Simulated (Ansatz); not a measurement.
**Structural relaxation of random rock-salt alloy of TaC and ZrC (64 atoms)**

Wanted: the relaxed structure of random rock-salt alloy of TaC and ZrC (64 atoms) and its electronic structure.

Program: Ansatz 0.2.0. Level of theory: Kohn-Sham DFT, RPBE, PAW (set soft_2), plane waves. Results are calculated unless marked as measured.

## (1) Starting point

The cell holds 64 atoms: 9 Zr, 32 C and 23 Ta. Cell: a = 9.048 Å, b = 9.048 Å, c = 9.048 Å, α = 90.0°, β = 90.0°, γ = 90.0°. It derives from TaC (rock-salt) and ZrC, repeated 2×2×2. Rock-salt TaC, 2 x 2 x 2 conventional cells, 9 of 32 Ta sites given to Zr at random (x = 0.281), lattice by Vegard's rule (a = 4.524 Å); not relaxed, displaced by a Gaussian of 0.02 Å.

Before any run, some limits are plain. The host structure and its lattice constant were typed by rule, without a check against the phase diagram. The electron count is odd and the run has no spin polarisation. Spin–orbit coupling is left out, which matters for the levels of the heavy elements.

## (2) Single point at the start

A single point comes first, to see the forces before anything moves.

File input.yaml:

```yaml
crystal:
  lattice:
    - [9.0482, 0.0, 0.0]
    - [0.0, 9.0482, 0.0]
    - [0.0, 0.0, 9.0482]
  atoms:
    - { symbol: Zr, position: [0.00134, 9.0e-05, 0.00377] }
    - { symbol: C, position: [0.25033, 0.0009, 0.99951] }
    - { symbol: Ta, position: [0.99948, 0.25122, 0.25265] }
    - { symbol: C, position: [0.24943, 0.24976, 0.2512] }
    [... 54 atom lines left out ...]
    - { symbol: Zr, position: [0.50001, 0.75011, 0.74992] }
    - { symbol: C, position: [0.74956, 0.75179, 0.7516] }
    - { symbol: Ta, position: [0.74611, 0.49789, 0.74599] }
    - { symbol: C, position: [0.49536, 0.49959, 0.74997] }
    - { symbol: Zr, position: [0.74835, 0.74649, 0.50434] }
    - { symbol: C, position: [0.50067, 0.75377, 0.50123] }
kpoints:
  mp_grid: { grid: [2, 2, 2] }
hamiltonian:
  xc: rpbe
scf:
  occupations: { method: fermi_dirac, width: 0.025 }
output:
  forces: true
  stress: true
  populations: intrinsic
  dos:
    method: { smearing: { sigma: 0.15 } }
    de: 0.1
    projected: { site_lists: { C: [C], Ta: [Ta], Zr: [Zr] } }
  eigenvalues: true
```

Started as:

```bash
> ansatz run input.yaml --threads 8 --pin off --max-ram 15872MiB --backend cpu --events-out ev --progress --plain --runs-dir out
```

Wall time 45 s (8 threads of Arm Neoverse V2, shared host); peak memory 8.3 GiB; 5.8 min of CPU time.

Read from the output:

```yaml
free_energy: -274556.1182 eV
free_energy_per_atom: -4289.9393 eV/atom
scf_cycles: 8
pressure: 6.628 GPa
r_m_s_force_component: 0.4459 eV/Å
longest_force: 1.645 eV/Å
fermi_energy: 18.53 eV
levels_partly_filled_by_over_2_per_cent: 47
```

The r.m.s. force component of 0.45 eV/Å and the pressure of 6.6 GPa set the starting point.

Length of the force by element:

| element | coordination | atoms | mean length of the force (eV/Å) | spread | least | most |
| --- | --- | --- | --- | --- | --- | --- |
| C | all | 32 | 0.819 | 0.350 | 0.229 | 1.64 |
| Ta | all | 23 | 0.548 | 0.213 | 0.191 | 1.03 |
| Zr | all | 9 | 0.674 | 0.284 | 0.302 | 1.27 |

## (3) Relaxation

With the cell held, the atoms are moved downhill towards a nearby minimum.

input.yaml, the sections that differ from step 2:

```yaml
output:
  forces: true
relax:
  f_tol: 0.05
  max_steps: 107
# crystal, kpoints, hamiltonian, scf: as in step 2
```

Elapsed: 4.9 min, on 8 threads; peak memory 8.4 GiB.

The steps of the relaxation:

| step | energy less that of the first step (eV) | largest force component (eV/Å) |
| --- | --- | --- |
| 1 | 0.0000 | 1.3030 |
| 2 | -0.5382 | 0.8561 |
| 3 | -0.4442 | 1.4612 |
| 4 | -1.1796 | 0.1985 |
| 5 | -0.9266 | 1.5623 |
| 6 | -1.2123 | 0.1302 |
| 7 | -1.2241 | 0.3077 |
| 8 | -1.2456 | 0.1135 |
| 9 | -1.2564 | 0.2132 |
| 10 | -1.2774 | 0.1200 |
| 11 | -1.2859 | 0.0948 |
| 12 | -1.2923 | 0.0974 |
| 13 | -1.2986 | 0.0651 |
| 14 | -1.3041 | 0.0600 |
| 15 | -1.2814 | 0.2542 |
| 16 | -1.3064 | 0.0438 |

Relaxation steps 3, 5, 15 were tried and not accepted.

The atoms that moved most (Å):

| atom | dx | dy | dz | length |
| --- | --- | --- | --- | --- |
| Ta11 | -0.103 | 0.015 | -0.047 | 0.115 |
| Ta43 | 0.095 | -0.007 | -0.063 | 0.114 |
| C62 | 0.077 | -0.045 | -0.030 | 0.094 |
| Ta21 | 0.001 | -0.078 | 0.034 | 0.086 |
| C56 | 0.004 | 0.060 | 0.057 | 0.083 |
| Ta61 | 0.041 | -0.068 | 0.008 | 0.080 |
| C40 | -0.010 | -0.026 | -0.073 | 0.078 |
| C36 | 0.072 | -0.029 | 0.005 | 0.078 |

The relaxation changed the energy by -20.4 meV/atom, and atoms moved by 0.057 Å r.m.s., 0.12 Å at most.

## (4) Local order after relaxation

Bonds before and after, by the cutoffs listed below:

| pair | bonds before | bonds after | mean before (Å) | mean after (Å) | spread before (Å) | spread after (Å) |
| --- | --- | --- | --- | --- | --- | --- |
| C-Ta | 138 | 138 | 2.262 | 2.252 | 0.026 | 0.040 |
| C-Zr | 54 | 54 | 2.263 | 2.290 | 0.025 | 0.029 |

Density 12.0 g/cm³, 11.57 Å³ an atom.

Pair distribution functions g(r), in bins of 0.2 Å:

| r (Å) | total | C-C | C-Ta | C-Zr | Ta-Ta | Ta-Zr | Zr-Zr |
| --- | --- | --- | --- | --- | --- | --- | --- |
| 2.10 | 0.33 | 0.00 | 0.93 | 0.00 | 0.00 | 0.00 | 0.00 |
| 2.30 | 5.07 | 0.00 | 9.96 | 10.52 | 0.00 | 0.00 | 0.00 |
| 2.50 | 0.00 | 0.00 | 0.00 | 0.00 | 0.00 | 0.00 | 0.00 |
| 2.70 | 0.00 | 0.00 | 0.00 | 0.00 | 0.00 | 0.00 | 0.00 |
| 2.90 | 0.00 | 0.00 | 0.00 | 0.00 | 0.00 | 0.00 | 0.00 |
| 3.10 | 2.71 | 5.96 | 0.00 | 0.00 | 5.88 | 4.24 | 1.45 |
| 3.30 | 2.69 | 4.82 | 0.00 | 0.00 | 4.76 | 7.10 | 7.65 |
| 3.50 | 0.00 | 0.00 | 0.00 | 0.00 | 0.00 | 0.00 | 0.00 |
| 3.70 | 0.00 | 0.00 | 0.00 | 0.00 | 0.00 | 0.00 | 0.00 |
| 3.90 | 2.32 | 0.00 | 4.61 | 4.74 | 0.00 | 0.00 | 0.00 |
| 4.10 | 0.08 | 0.00 | 0.20 | 0.06 | 0.00 | 0.00 | 0.00 |
| 4.30 | 0.04 | 0.03 | 0.00 | 0.00 | 0.23 | 0.00 | 0.00 |
| 4.50 | 1.21 | 2.46 | 0.00 | 0.00 | 2.18 | 2.51 | 2.84 |
| 4.70 | 0.11 | 0.21 | 0.00 | 0.00 | 0.31 | 0.13 | 0.00 |
| 4.90 | 0.43 | 0.00 | 1.05 | 0.33 | 0.00 | 0.00 | 0.00 |
| 5.10 | 3.90 | 0.00 | 7.62 | 8.32 | 0.00 | 0.00 | 0.00 |
| 5.30 | 0.00 | 0.00 | 0.00 | 0.00 | 0.00 | 0.00 | 0.00 |
| 5.50 | 3.29 | 6.66 | 0.00 | 0.00 | 6.46 | 6.42 | 7.37 |
| 5.70 | 0.31 | 0.55 | 0.00 | 0.00 | 0.81 | 0.63 | 0.23 |
| 5.90 | 0.00 | 0.00 | 0.00 | 0.00 | 0.00 | 0.00 | 0.00 |
| 6.10 | 0.00 | 0.00 | 0.00 | 0.00 | 0.00 | 0.00 | 0.00 |
| 6.30 | 0.70 | 1.43 | 0.00 | 0.00 | 1.26 | 1.66 | 0.90 |
| 6.50 | 0.65 | 1.27 | 0.00 | 0.00 | 1.24 | 1.54 | 0.53 |
| 6.70 | 1.90 | 0.00 | 3.58 | 4.37 | 0.00 | 0.00 | 0.00 |
| 6.90 | 1.10 | 0.00 | 2.42 | 1.65 | 0.00 | 0.00 | 0.00 |
| 7.10 | 1.93 | 3.95 | 0.00 | 0.00 | 3.53 | 4.10 | 3.71 |
| 7.30 | 0.24 | 0.38 | 0.03 | 0.00 | 0.69 | 0.46 | 0.00 |
| 7.50 | 1.94 | 0.00 | 3.86 | 3.93 | 0.00 | 0.00 | 0.00 |

Bonds by pair of elements; cutoffs follow the first minimum of g(r), held within bounds set by covalent radii, and pairs that aren't listed don't count as bonded (cutoffs were set anew for this text, so counts can differ from the run's own analysis):

| pair A-B | cutoff (Å) | bonds | mean length (Å) | spread (Å) | shortest (Å) | B about A | A about B |
| --- | --- | --- | --- | --- | --- | --- | --- |
| C-Ta | 2.73 | 138 | 2.25 | 0.04 | 2.18 | 4.31 | 6 |
| C-Zr | 2.73 | 54 | 2.29 | 0.029 | 2.24 | 1.69 | 6 |

How many atoms have how many bonded neighbours:

| element | mean | 6 |
| --- | --- | --- |
| C | 6 | 32 |
| Ta | 6 | 23 |
| Zr | 6 | 9 |

Bond angles, per cent of each kind in bins of 5°:

| angle (°) | C-Ta-C | Ta-C-Ta | Ta-C-Zr | C-Zr-C | Zr-C-Zr |
| --- | --- | --- | --- | --- | --- |
| 85–90 | 35.4 | 25.4 | 50.5 | 41.5 | 64.7 |
| 90–95 | 44.6 | 54.1 | 30.7 | 38.5 | 11.8 |
| 95–100 | 0.0 | 0.0 | 0.0 | 0.0 | 0.0 |
| 100–105 | 0.0 | 0.0 | 0.0 | 0.0 | 0.0 |
| 105–110 | 0.0 | 0.0 | 0.0 | 0.0 | 0.0 |
| 110–115 | 0.0 | 0.0 | 0.0 | 0.0 | 0.0 |
| 115–120 | 0.0 | 0.0 | 0.0 | 0.0 | 0.0 |
| 120–125 | 0.0 | 0.0 | 0.0 | 0.0 | 0.0 |
| 125–130 | 0.0 | 0.0 | 0.0 | 0.0 | 0.0 |
| 130–135 | 0.0 | 0.0 | 0.0 | 0.0 | 0.0 |
| 135–140 | 0.0 | 0.0 | 0.0 | 0.0 | 0.0 |
| 140–145 | 0.0 | 0.0 | 0.0 | 0.0 | 0.0 |
| 145–150 | 0.0 | 0.0 | 0.0 | 0.0 | 0.0 |
| 150–155 | 0.0 | 0.0 | 0.0 | 0.0 | 0.0 |
| 155–160 | 0.0 | 0.0 | 0.0 | 0.0 | 0.0 |
| 160–165 | 0.0 | 0.0 | 0.0 | 0.0 | 0.0 |
| 165–170 | 0.0 | 0.0 | 0.0 | 0.0 | 0.0 |
| 170–175 | 0.0 | 0.0 | 0.0 | 0.0 | 2.9 |
| 175–180 | 20.0 | 20.5 | 18.8 | 20.0 | 20.6 |

Bond angles (no mean is given where the spread exceeds 20°):

| angle | count | mean (°) | spread (°) |
| --- | --- | --- | --- |
| C-Ta-C | 345 | - | - |
| Ta-C-Ta | 244 | - | - |
| Ta-C-Zr | 202 | - | - |
| C-Zr-C | 135 | - | - |
| Zr-C-Zr | 34 | - | - |

For some of the pairs, g(r) has its first main peak near 3.20 Å (C-C), 2.25 Å (C-Ta), 2.29 Å (C-Zr), 3.19 Å (Ta-Ta), 3.21 Å (Ta-Zr) and 3.23 Å (Zr-Zr). Counting bonds as in the table, all C atoms have 6, all Ta atoms have 6 and all Zr atoms have 6 bonded neighbours.

## (5) Single point at the relaxed geometry

One more single point at the end of the walk gives the fuller output and checks the residual forces.

File input.yaml:

```yaml
crystal:
  lattice:
    - [9.0482, 0.0, 0.0]
    - [0.0, 9.0482, 0.0]
    - [0.0, 0.0, 9.0482]
  atoms:
    - { symbol: Zr, position: [0.00078, 0.00123, 0.00245] }
    - { symbol: C, position: [0.25446, 1.0e-05, 0.99981] }
    - { symbol: Ta, position: [0.00094, 0.25166, 0.25326] }
    - { symbol: C, position: [0.24896, 0.24952, 0.25038] }
    [... 54 atom lines left out ...]
    - { symbol: Zr, position: [0.50216, 0.74926, 0.75132] }
    - { symbol: C, position: [0.7498, 0.75354, 0.75586] }
    - { symbol: Ta, position: [0.75062, 0.49039, 0.74684] }
    - { symbol: C, position: [0.50385, 0.49462, 0.74661] }
    - { symbol: Zr, position: [0.75059, 0.75023, 0.49932] }
    - { symbol: C, position: [0.50003, 0.75225, 0.49546] }
kpoints:
  mp_grid: { grid: [2, 2, 2] }
hamiltonian:
  xc: rpbe
scf:
  occupations: { method: fermi_dirac, width: 0.025 }
output:
  forces: true
  stress: true
  populations: intrinsic
  dos:
    method: { smearing: { sigma: 0.15 } }
    de: 0.1
    projected: { site_lists: { C: [C], Ta: [Ta], Zr: [Zr] } }
  eigenvalues: true
  write_density: true
  write_potential: true
  volumetric_format: npy
  elf: true
```

It took 47 s on 8 threads; peak memory 8.3 GiB.

The run gave:

- free energy: -274557.4246 eV
- free energy per atom: -4289.9598 eV/atom
- SCF cycles: 9
- pressure: 6.893 GPa
- r.m.s. force component: 0.01184 eV/Å
- longest force: 0.05038 eV/Å
- Fermi energy: 18.54 eV
- levels partly filled by over 2 per cent: 21

Intrinsic-atomic-orbital charges by element:

| element | coordination | atoms | mean charge (e) | spread | least | most |
| --- | --- | --- | --- | --- | --- | --- |
| C | all | 32 | -0.824 | 0.0237 | -0.874 | -0.778 |
| Ta | all | 23 | 0.889 | 0.0287 | 0.848 | 0.970 |
| Zr | all | 9 | 0.658 | 0.0218 | 0.626 | 0.688 |

Density of states as counts of states in windows of 0.5 eV (from the Fermi level), total and the larger projections:

| from (eV) | to (eV) | total | Ta d | C p | Zr d |
| --- | --- | --- | --- | --- | --- |
| -10 | -9.5 | 1.1 | 0.0 | 0.0 | 0.0 |
| -9.5 | -8.5 | 0.0 | 0.0 | 0.0 | 0.0 |
| -8.5 | -8 | 0.1 | 0.0 | 0.0 | 0.0 |
| -8 | -7.5 | 0.9 | 0.3 | 0.4 | 0.1 |
| -7.5 | -7 | 3.4 | 1.0 | 1.4 | 0.3 |
| -7 | -6.5 | 7.8 | 2.3 | 3.5 | 0.6 |
| -6.5 | -6 | 10.4 | 3.2 | 4.9 | 0.7 |
| -6 | -5.5 | 12.2 | 3.5 | 6.0 | 1.0 |
| -5.5 | -5 | 13.3 | 3.7 | 7.1 | 0.8 |
| -5 | -4.5 | 20.5 | 7.4 | 10.6 | 1.2 |
| -4.5 | -4 | 43.0 | 15.1 | 21.6 | 4.1 |
| -4 | -3.5 | 32.1 | 11.6 | 15.3 | 3.9 |
| -3.5 | -3 | 25.6 | 7.9 | 13.0 | 3.6 |
| -3 | -2.5 | 13.5 | 3.1 | 7.1 | 2.8 |
| -2.5 | -2 | 1.9 | 0.9 | 0.5 | 0.4 |
| -2 | -1.5 | 5.7 | 1.5 | 3.6 | 0.5 |
| -1.5 | -1 | 5.8 | 1.8 | 3.2 | 0.6 |
| -1 | -0.5 | 1.9 | 1.0 | 0.6 | 0.2 |
| -0.5 | 0 | 17.0 | 8.0 | 6.6 | 1.7 |
| 0 | 0.5 | 12.3 | 5.9 | 3.5 | 2.1 |
| 0.5 | 1 | 5.1 | 3.0 | 0.7 | 1.1 |
| 1 | 1.5 | 10.1 | 6.4 | 1.6 | 1.7 |
| 1.5 | 2 | 17.2 | 10.1 | 4.2 | 2.0 |
| 2 | 2.5 | 23.2 | 15.0 | 3.9 | 3.0 |
| 2.5 | 3 | 19.5 | 12.5 | 1.9 | 3.9 |

Between -26 and -10 eV lie 63 more states.

The stored curve holds about 279 of the 535 electrons; the rest, give or take the few that broadening carries across the Fermi level, lie in deeper levels below its range.

The levels nearest the highest filled one (over half full), pooled over k-points and spins:

| level less the highest filled one (eV) | occupation |
| --- | --- |
| -0.0237 | 1.52 |
| -0.0234 | 1.52 |
| -0.021 | 1.48 |
| -0.0183 | 1.44 |
| -0.01 | 1.30 |
| 0 | 1.11 |
| 0.027 | 0.591 |
| 0.039 | 0.412 |
| 0.044 | 0.351 |
| 0.0784 | 0.102 |
| 0.0847 | 0.08 |
| 0.0957 | 0.052 |

Mean intrinsic-atomic-orbital charges: C -0.82, Ta +0.89, Zr +0.66 e.

## (6) Outcome

| Property | Result |
| --- | --- |
| energy change in the relaxation | -20.41 meV/atom |
| r.m.s. displacement | 0.057 Å |
| largest displacement | 0.115 Å |
| free energy per atom | -4289.9598 eV/atom |
| density | 12.03 g/cm³ |
| pressure | 6.893 GPa |
| r.m.s. force component | 0.01184 eV/Å |
| wall time of the 3 DFT runs | 6.4 min |

What this shows: Relaxation lowers the energy by 20.4 meV/atom and moves atoms by 0.057 Å r.m.s.; the r.m.s. force component goes from 0.45 to 0.012 eV/Å, the pressure goes from 6.6 to 6.9 GPa. By the final cutoffs no bond was broken or made. First to last step the energy falls by 1.306 eV; the largest move, 0.11 Å, is that of Ta11, with 1 other atom within 2 % of it. The C-Zr bonds change most in mean length: from 2.263 Å (spread 0.025) to 2.290 Å (spread 0.029). Counting bonds as in the table, all C atoms have 6, all Ta atoms have 6 and all Zr atoms have 6 bonded neighbours. 21 levels are partly filled, by over 2 % (on the run's k-points): no clear gap opens at this level.

**Limits.** The pressure of 6.9 GPa says that the cell would expand at this level of theory.

[Logs are printed without paths, hosts, clocks, repeated set-up lines and the standing remarks that a program may print on its own settings, such as how far it seeks lower states.]

[Hosts, paths, dates, database ids (printed as entryN), source tags and the programs' standing remarks are cut or masked in the printed files.]
